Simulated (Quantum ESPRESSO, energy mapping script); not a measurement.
# Spin model of CoO from collinear orders

Wanted: the magnetic order of CoO, its couplings and an estimate of its ordering temperature, by PBE+U (3.5 eV), QE, GBRV.

Calculated with Quantum ESPRESSO 7.5; PBE with U = 3.5 eV on Co d, ortho-atomic projectors; plane waves, U on orthogonalised atomic orbitals unless named otherwise, collinear spin, no spin–orbit coupling.

### Step 1. The starting structure

It takes space group Fm-3m (No. 225, cubic). Conventional cell: a = 4.263 Å, b = 4.263 Å, c = 4.263 Å, α = 90.00°, β = 90.00°, γ = 90.00°. Nearest to Co lie 6 O at 2.13 Å. O has 6 Co at 2.13 Å nearest. Farther neighbours and most contacts between anions are not listed.

As a file:

```cif
data_structure
_symmetry_space_group_name_H-M 'P 1'
_symmetry_Int_Tables_number 1
_cell_length_a 3.0144
_cell_length_b 3.0144
_cell_length_c 3.0144
_cell_angle_alpha 60.000
_cell_angle_beta 60.000
_cell_angle_gamma 60.000
_cell_volume 19.37
loop_
_atom_site_label
_atom_site_type_symbol
_atom_site_fract_x
_atom_site_fract_y
_atom_site_fract_z
_atom_site_occupancy
Co1 Co 0.00000 0.00000 0.00000 1
O2 O 0.50000 0.50000 0.50000 1
```

A Hubbard U penalises fractional filling of the shell. It raises the cost of virtual hops to the neighbours, so couplings that rest on such hops usually weaken. These runs use Quantum ESPRESSO.

### Step 2. Parallel start in cell A (4 atoms)

Each cell gets its own parallel run on the same mesh, so that most of the mesh error cancels in the differences.

The potential files are GBRV's for PBE; pw.x takes the functional from them.

Contents of pw.in:

```
&control
  calculation = 'scf'
  prefix = 'pw'
  outdir = './tmp/'
  pseudo_dir = './pseudo/'
  verbosity = 'low'
/
&system
  ibrav = 0
  nat = 4
  ntyp = 2
  ecutwfc = 45
  ecutrho = 360
  nbnd = 38
  occupations = 'smearing'
  smearing = 'fd'
  degauss = 0.00367493
  nspin = 2
  starting_magnetization(1) = 0.1765
/
&electrons
  conv_thr = 1.0e-08
  electron_maxstep = 120
  mixing_beta = 0.3
  mixing_mode = 'plain'
/
ATOMIC_SPECIES
  Co 58.9332 Co.upf
  O 15.9990 O.upf
CELL_PARAMETERS angstrom
  0.00000000 -2.13150000 -2.13150000
  0.00000000 2.13150000 -2.13150000
  4.26300000 0.00000000 0.00000000
ATOMIC_POSITIONS crystal
  Co 0.50000000 0.50000000 0.50000000
  Co 0.00000000 0.00000000 0.00000000
  O 0.50000000 0.50000000 0.00000000
  O 0.00000000 0.00000000 0.50000000
K_POINTS automatic
  10 10 7 0 0 0
HUBBARD {ortho-atomic}
U Co-3d 3.5
```

Run with:

```sh
OMP_NUM_THREADS=1 mpirun -n 8 pw.x -nk 8 -in pw.in > pw.out
```

Output:

```text
Program PWSCF v.7.5 starts
[...]
unit-cell volume          =     261.4042 (a.u.)^3
     number of atoms/cell      =            4
[...]
number of electrons       =        46.00
     number of Kohn-Sham states=           38
     kinetic-energy cutoff     =      45.0000  Ry
     charge density cutoff     =     360.0000  Ry
     scf convergence threshold =      1.0E-08
[...]
Exchange-correlation= SLA  PW   PBE  PBE
[...]
Hubbard projectors: ortho-atomic
     Hubbard parameters of DFT+U (Dudarev formulation) in eV:
[...]
atomic species   magnetization
[...]
16 Sym. Ops., with inversion, found
[...]
number of k points=    84  Fermi-Dirac smearing, width (Ry)=  0.0037
[...]
Number of occupied Hubbard levels =   14.0000
     Atomic wfc used for Hubbard projectors are orthogonalized
[...]
iteration #  1     ecut=    45.00 Ry     beta= 0.30
[...]
Number of occupied Hubbard levels =   11.1418
     total energy              =    -657.61669088 Ry
     estimated scf accuracy    <      12.07794272 Ry
     total magnetization       =     7.32 Bohr mag/cell
     absolute magnetization    =     7.49 Bohr mag/cell
     iteration #  2     ecut=    45.00 Ry     beta= 0.30
[...]
total energy              =    -659.52797730 Ry
     estimated scf accuracy    <      10.09055272 Ry
     total magnetization       =     2.09 Bohr mag/cell
     absolute magnetization    =     2.14 Bohr mag/cell
     iteration #  3     ecut=    45.00 Ry     beta= 0.30
[...]
total energy              =    -661.12506627 Ry
     estimated scf accuracy    <       0.41373787 Ry
     total magnetization       =     6.04 Bohr mag/cell
     absolute magnetization    =     6.10 Bohr mag/cell
     iteration #  4     ecut=    45.00 Ry     beta= 0.30
[...]
total energy              =    -661.16272565 Ry
     estimated scf accuracy    <       0.11107740 Ry
     total magnetization       =     6.00 Bohr mag/cell
     absolute magnetization    =     6.04 Bohr mag/cell
     iteration #  5     ecut=    45.00 Ry     beta= 0.30
[...]
total energy              =    -661.18580100 Ry
     estimated scf accuracy    <       0.56629998 Ry
     total magnetization       =     5.64 Bohr mag/cell
     absolute magnetization    =     5.67 Bohr mag/cell
     iteration #  6     ecut=    45.00 Ry     beta= 0.30
[...]
total energy              =    -661.18915528 Ry
     estimated scf accuracy    <       0.16354416 Ry
     total magnetization       =     5.52 Bohr mag/cell
     absolute magnetization    =     5.56 Bohr mag/cell
     iteration #  7     ecut=    45.00 Ry     beta= 0.30
[...]
total energy              =    -661.19391983 Ry
     estimated scf accuracy    <       0.03338091 Ry
     total magnetization       =     5.70 Bohr mag/cell
     absolute magnetization    =     5.74 Bohr mag/cell
     iteration #  8     ecut=    45.00 Ry     beta= 0.30
[...]
total energy              =    -661.18478433 Ry
     estimated scf accuracy    <       0.03578469 Ry
     total magnetization       =     5.62 Bohr mag/cell
     absolute magnetization    =     5.67 Bohr mag/cell
     iteration #  9     ecut=    45.00 Ry     beta= 0.30
[...]
total energy              =    -661.18949585 Ry
     estimated scf accuracy    <       0.00573234 Ry
     total magnetization       =     5.86 Bohr mag/cell
     absolute magnetization    =     5.90 Bohr mag/cell
     iteration # 10     ecut=    45.00 Ry     beta= 0.30
[...]
total energy              =    -661.19005113 Ry
     estimated scf accuracy    <       0.00124657 Ry
     total magnetization       =     5.94 Bohr mag/cell
     absolute magnetization    =     5.98 Bohr mag/cell
[...]
total energy              =    -661.19040051 Ry
[...]
iteration # 17     ecut=    45.00 Ry     beta= 0.30
[...]
total energy              =    -661.19040280 Ry
     estimated scf accuracy    <       0.00000116 Ry
     total magnetization       =     5.99 Bohr mag/cell
     absolute magnetization    =     6.04 Bohr mag/cell
     iteration # 18     ecut=    45.00 Ry     beta= 0.30
[...]
total energy              =    -661.19040295 Ry
     estimated scf accuracy    <       0.00000015 Ry
     total magnetization       =     5.99 Bohr mag/cell
     absolute magnetization    =     6.04 Bohr mag/cell
     iteration # 19     ecut=    45.00 Ry     beta= 0.30
[...]
total energy              =    -661.19040297 Ry
     estimated scf accuracy    <       0.00000001 Ry
     total magnetization       =     5.99 Bohr mag/cell
     absolute magnetization    =     6.04 Bohr mag/cell
     iteration # 20     ecut=    45.00 Ry     beta= 0.30
[...]
total energy              =    -661.19040298 Ry
     estimated scf accuracy    <       0.00000002 Ry
     total magnetization       =     5.99 Bohr mag/cell
     absolute magnetization    =     6.04 Bohr mag/cell
     iteration # 21     ecut=    45.00 Ry     beta= 0.30
[...]
Magnetic moment per site  (integrated on atomic sphere of radius R)
     atom   1 (R=0.292)  charge= 14.5954  magn=  2.6123
     atom   2 (R=0.292)  charge= 14.5955  magn=  2.6123
     atom   3 (R=0.292)  charge=  5.7897  magn=  0.2789
     atom   4 (R=0.292)  charge=  5.7897  magn=  0.2789
     End of self-consistent calculation
     =================== HUBBARD OCCUPATIONS ===================
     ------------------------ ATOM    1 ------------------------
     Tr[ns(  1)] (up, down, total) =   4.97602  2.30785  7.28387
     Atomic magnetic moment for atom   1 =   2.66816
     SPIN  1
     eigenvalues:
       0.995  0.995  0.995  0.995  0.995
     eigenvectors (columns):
      -0.000  0.000 -0.000 -0.866 -0.500
      -0.262  0.965 -0.000  0.000  0.000
      -0.000  0.000  1.000 -0.000  0.000
       0.000  0.000 -0.000 -0.500  0.866
       0.965  0.262  0.000  0.000 -0.000
     occupation matrix ns (before diag.):
       0.995 -0.000 -0.000 -0.000  0.000
      -0.000  0.995 -0.000  0.000  0.000
      -0.000 -0.000  0.995  0.000  0.000
      -0.000  0.000  0.000  0.995 -0.000
[...]
SPIN  2
     eigenvalues:
[...]
eigenvectors (columns):
[...]
occupation matrix ns (before diag.):
[...]
------------------------ ATOM    2 ------------------------
     Tr[ns(  2)] (up, down, total) =   4.97602  2.30792  7.28394
     Atomic magnetic moment for atom   2 =   2.66810
     SPIN  1
     eigenvalues:
[...]
eigenvectors (columns):
[...]
occupation matrix ns (before diag.):
[...]
SPIN  2
     eigenvalues:
[...]
eigenvectors (columns):
[...]
occupation matrix ns (before diag.):
       0.128 -0.000 -0.000  0.000  0.000
      -0.000  0.684 -0.000  0.000  0.000
      -0.000 -0.000  0.684  0.000  0.000
       0.000  0.000  0.000  0.128 -0.000
       0.000  0.000  0.000 -0.000  0.684
     Number of occupied Hubbard levels =   14.5678
     Number of k-points >= 100: set verbosity='high' to print the bands.
     the Fermi energy is    13.1918 ev
!    total energy              =    -661.19040298 Ry
     estimated scf accuracy    <          2.0E-09 Ry
     smearing contrib. (-TS)   =      -0.00522223 Ry
     internal energy E=F+TS    =    -661.18518075 Ry
     The total energy is F=E-TS. E is the sum of the following terms:
     one-electron contribution =    -365.81835351 Ry
     hartree contribution      =     209.60413520 Ry
     xc contribution           =     -80.07566963 Ry
     ewald contribution        =    -425.12572344 Ry
     Hubbard energy            =       0.23043063 Ry
     total magnetization       =     5.99 Bohr mag/cell
     absolute magnetization    =     6.04 Bohr mag/cell
     convergence has been achieved in  21 iterations
=------------------------------------------------------------------------------=
   JOB DONE.
=------------------------------------------------------------------------------=
```

Wall time 29 s (8 MPI ranks of Arm Neoverse V1, shared host); peak memory 0.77 GiB.

Spin moment in the sphere by atom:

```
atom  spin moment in the sphere (μB)
 Co1                            2.61
 Co2                            2.61
  O3                            0.28
  O4                            0.28
```

The run ends ferromagnetic.

### Step 3. Order 2: compensated +−, cell A of 4 atoms

This order reverses 8 of the 12 neighbours at 3.01 Å, 0 of the 6 neighbours at 4.26 Å and 16 of the 24 neighbours at 5.22 Å, counted for an average magnetic atom.

Changes to pw.in since step 2:

```diff
@@ -10,6 +10,6 @@
   nat = 4
-  ntyp = 2
+  ntyp = 3
   ecutwfc = 45
   ecutrho = 360
-  nbnd = 38
+  nbnd = 35
   occupations = 'smearing'
@@ -19,2 +19,3 @@
   starting_magnetization(1) = 0.1765
+  starting_magnetization(2) = -0.1765
 /
@@ -27,3 +28,4 @@
 ATOMIC_SPECIES
-  Co 58.9332 Co.upf
+  Co1 58.9332 Co.upf
+  Co2 58.9332 Co.upf
   O 15.9990 O.upf
@@ -34,4 +36,4 @@
 ATOMIC_POSITIONS crystal
-  Co 0.50000000 0.50000000 0.50000000
-  Co 0.00000000 0.00000000 0.00000000
+  Co1 0.50000000 0.50000000 0.50000000
+  Co2 0.00000000 0.00000000 0.00000000
   O 0.50000000 0.50000000 0.00000000
@@ -41,2 +43,3 @@
 HUBBARD {ortho-atomic}
-U Co-3d 3.5
+U Co1-3d 3.5
+U Co2-3d 3.5
```

Output:

```text
[banner, memory and clock lines left out]
Program PWSCF v.7.5 starts
[...]
unit-cell volume          =     261.4042 (a.u.)^3
     number of atoms/cell      =            4
[...]
number of electrons       =        46.00
     number of Kohn-Sham states=           35
     kinetic-energy cutoff     =      45.0000  Ry
     charge density cutoff     =     360.0000  Ry
     scf convergence threshold =      1.0E-08
[...]
Exchange-correlation= SLA  PW   PBE  PBE
[...]
Hubbard projectors: ortho-atomic
     Hubbard parameters of DFT+U (Dudarev formulation) in eV:
[...]
atomic species   magnetization
[...]
16 Sym. Ops., with inversion, found
[...]
number of k points=    84  Fermi-Dirac smearing, width (Ry)=  0.0037
[...]
Number of occupied Hubbard levels =   14.0000
     Atomic wfc used for Hubbard projectors are orthogonalized
[...]
iteration #  1     ecut=    45.00 Ry     beta= 0.30
[...]
Number of occupied Hubbard levels =   11.0137
     total energy              =    -657.45340727 Ry
     estimated scf accuracy    <      12.29053164 Ry
     total magnetization       =     0.00 Bohr mag/cell
     absolute magnetization    =     7.64 Bohr mag/cell
     iteration #  2     ecut=    45.00 Ry     beta= 0.30
[...]
total energy              =    -659.40990670 Ry
     estimated scf accuracy    <      11.00471962 Ry
     total magnetization       =     0.00 Bohr mag/cell
     absolute magnetization    =     2.05 Bohr mag/cell
     iteration #  3     ecut=    45.00 Ry     beta= 0.30
[...]
total energy              =    -661.10609459 Ry
     estimated scf accuracy    <       0.38834101 Ry
     total magnetization       =    -0.01 Bohr mag/cell
     absolute magnetization    =     5.86 Bohr mag/cell
[...]
total energy              =    -661.18410147 Ry
[...]
iteration # 38     ecut=    45.00 Ry     beta= 0.30
[...]
total energy              =    -661.18410148 Ry
     estimated scf accuracy    <       0.00000007 Ry
     total magnetization       =    -0.00 Bohr mag/cell
     absolute magnetization    =     5.12 Bohr mag/cell
     iteration # 39     ecut=    45.00 Ry     beta= 0.30
[...]
Magnetic moment per site  (integrated on atomic sphere of radius R)
     atom   1 (R=0.292)  charge= 14.6349  magn=  2.3801
     atom   2 (R=0.292)  charge= 14.6350  magn= -2.3801
     atom   3 (R=0.292)  charge=  5.7611  magn= -0.0430
     atom   4 (R=0.292)  charge=  5.7611  magn=  0.0430
     End of self-consistent calculation
     =================== HUBBARD OCCUPATIONS ===================
     ------------------------ ATOM    1 ------------------------
     Tr[ns(  1)] (up, down, total) =   4.90542  2.45311  7.35853
     Atomic magnetic moment for atom   1 =   2.45231
     SPIN  1
     eigenvalues:
       0.958  0.967  0.993  0.993  0.994
     eigenvectors (columns):
       0.866 -0.500 -0.000  0.000  0.000
       0.000 -0.000  0.228 -0.974  0.000
[...]
occupation matrix ns (before diag.):
[...]
SPIN  2
     eigenvalues:
[...]
eigenvectors (columns):
[...]
occupation matrix ns (before diag.):
[...]
------------------------ ATOM    2 ------------------------
     Tr[ns(  2)] (up, down, total) =   2.45316  4.90547  7.35863
     Atomic magnetic moment for atom   2 =  -2.45231
     SPIN  1
     eigenvalues:
[...]
eigenvectors (columns):
[...]
occupation matrix ns (before diag.):
[...]
SPIN  2
     eigenvalues:
[...]
eigenvectors (columns):
[...]
occupation matrix ns (before diag.):
[...]
-0.004  0.000  0.000  0.965 -0.000
       0.000  0.000  0.000 -0.000  0.993
     Number of occupied Hubbard levels =   14.7172
     Number of k-points >= 100: set verbosity='high' to print the bands.
     the Fermi energy is    13.0773 ev
!    total energy              =    -661.18410148 Ry
     estimated scf accuracy    <          9.7E-09 Ry
     smearing contrib. (-TS)   =      -0.00583151 Ry
     internal energy E=F+TS    =    -661.17826997 Ry
     The total energy is F=E-TS. E is the sum of the following terms:
     one-electron contribution =    -366.41414418 Ry
     hartree contribution      =     210.20197399 Ry
     xc contribution           =     -80.05957957 Ry
     ewald contribution        =    -425.12572344 Ry
     Hubbard energy            =       0.21920322 Ry
     total magnetization       =    -0.00 Bohr mag/cell
     absolute magnetization    =     5.12 Bohr mag/cell
     convergence has been achieved in  39 iterations
```

The job ended after 49 s (8 MPI ranks; peak memory 0.78 GiB).

Spin moment in the sphere by atom:

```
atom  spin moment in the sphere (μB)
 Co1                            2.38
 Co2                           -2.38
  O3                           -0.04
  O4                            0.04
```

The run ends antiferromagnetic, 44.94 meV a magnetic atom above the parallel order of its cell, a difference that unlike orbital or electronic states can set, not exchange alone (energies taken at zero occupation width, not the printed F).

### Step 4. Order 3: parallel, cell B of 4 atoms

A new cell needs its own zero of energy.

This run holds the same structure in another cell (c 4.263 → 5.221 Å, α 90.0 → 73.2°, β 90.0 → 73.2°, γ 90.0 → 60.0°).

Contents of pw.in:

```
&control
  calculation = 'scf'
  prefix = 'pw'
  outdir = './tmp/'
  pseudo_dir = './pseudo/'
  verbosity = 'low'
/
&system
  ibrav = 0
  nat = 4
  ntyp = 2
  ecutwfc = 45
  ecutrho = 360
  nbnd = 38
  occupations = 'smearing'
  smearing = 'fd'
  degauss = 0.00367493
  nspin = 2
  starting_magnetization(1) = 0.1765
/
&electrons
  conv_thr = 1.0e-08
  electron_maxstep = 120
  mixing_beta = 0.3
  mixing_mode = 'plain'
/
ATOMIC_SPECIES
  Co 58.9332 Co.upf
  O 15.9990 O.upf
CELL_PARAMETERS angstrom
  0.00000000 -2.13150000 -2.13150000
  -2.13150000 0.00000000 -2.13150000
  2.13150000 2.13150000 -4.26300000
ATOMIC_POSITIONS crystal
  Co 0.50000000 0.50000000 0.50000000
  Co 0.00000000 0.00000000 0.00000000
  O 0.75000000 0.75000000 0.75000000
  O 0.25000000 0.25000000 0.25000000
K_POINTS automatic
  11 11 11 0 0 0
HUBBARD {ortho-atomic}
U Co-3d 3.5
```

Output:

```text
[banner, memory and clock lines left out]
Program PWSCF v.7.5 starts
[...]
unit-cell volume          =     261.4042 (a.u.)^3
     number of atoms/cell      =            4
[...]
number of electrons       =        46.00
     number of Kohn-Sham states=           38
     kinetic-energy cutoff     =      45.0000  Ry
     charge density cutoff     =     360.0000  Ry
[...]
The total energy is F=E-TS. E is the sum of the following terms:
     one-electron contribution =    -365.81959727 Ry
     hartree contribution      =     209.60536567 Ry
     xc contribution           =     -80.07561788 Ry
     ewald contribution        =    -425.12572344 Ry
     Hubbard energy            =       0.23042510 Ry
     total magnetization       =     5.99 Bohr mag/cell
     absolute magnetization    =     6.04 Bohr mag/cell
     convergence has been achieved in  19 iterations
[key lines of the parts left out:]
!    total energy              =    -661.19039278 Ry
the Fermi energy is    13.1916 ev
```

Run time: 52 s. Hardware: 8 MPI ranks; peak memory 0.92 GiB; 6.9 min of CPU time.

The run ends ferromagnetic. For each magnetic atom its energy differs from the parallel run of the first cell by 0.15 meV, an error that one common reference would have brought in.

### Step 5. Run 4 (compensated +−; cell B, 4 atoms)

This order reverses 6 of the 12 neighbours at 3.01 Å, 6 of the 6 neighbours at 4.26 Å and 12 of the 24 neighbours at 5.22 Å, counted for an average magnetic atom.

Changes to pw.in since step 4:

```diff
@@ -10,6 +10,6 @@
   nat = 4
-  ntyp = 2
+  ntyp = 3
   ecutwfc = 45
   ecutrho = 360
-  nbnd = 38
+  nbnd = 35
   occupations = 'smearing'
@@ -19,2 +19,3 @@
   starting_magnetization(1) = 0.1765
+  starting_magnetization(2) = -0.1765
 /
@@ -27,3 +28,4 @@
 ATOMIC_SPECIES
-  Co 58.9332 Co.upf
+  Co1 58.9332 Co.upf
+  Co2 58.9332 Co.upf
   O 15.9990 O.upf
@@ -34,4 +36,4 @@
 ATOMIC_POSITIONS crystal
-  Co 0.50000000 0.50000000 0.50000000
-  Co 0.00000000 0.00000000 0.00000000
+  Co1 0.50000000 0.50000000 0.50000000
+  Co2 0.00000000 0.00000000 0.00000000
   O 0.75000000 0.75000000 0.75000000
@@ -41,2 +43,3 @@
 HUBBARD {ortho-atomic}
-U Co-3d 3.5
+U Co1-3d 3.5
+U Co2-3d 3.5
```

Output:

```text
[banner, memory and clock lines left out]
Program PWSCF v.7.5 starts
[...]
unit-cell volume          =     261.4042 (a.u.)^3
     number of atoms/cell      =            4
[...]
number of electrons       =        46.00
     number of Kohn-Sham states=           35
     kinetic-energy cutoff     =      45.0000  Ry
     charge density cutoff     =     360.0000  Ry
[...]
The total energy is F=E-TS. E is the sum of the following terms:
     one-electron contribution =    -365.97773887 Ry
     hartree contribution      =     209.72853405 Ry
     xc contribution           =     -80.05475643 Ry
     ewald contribution        =    -425.12572344 Ry
     Hubbard energy            =       0.23834488 Ry
     total magnetization       =    -0.00 Bohr mag/cell
     absolute magnetization    =     5.44 Bohr mag/cell
     convergence has been achieved in  21 iterations
[key lines of the parts left out:]
!    total energy              =    -661.19619497 Ry
the Fermi energy is    13.1670 ev
```

Elapsed: 51 s, on 8 MPI ranks; peak memory 0.93 GiB; 6.8 min of CPU time.

The run ends antiferromagnetic, 40.80 meV a magnetic atom below the parallel order of its cell, a difference that unlike orbital or electronic states can set, not exchange alone (energies taken at zero occupation width, not the printed F).

(Part 1 of 2 ends here.)

[Logs and program files are shortened in this print: banners, set-up blocks, solver, clock and traceback lines can be left out without a mark of their own.]

[Logs are printed without paths, hosts, clocks, repeated set-up lines and the standing remarks that a program may print on its own settings, such as how far it seeks lower states.]

[Hosts, paths, dates, database ids (printed as entryN), source tags and the programs' standing remarks are cut or masked in the printed files.]

[Where a cell is said to come from a database of computed structures, the database is the Materials Project.]
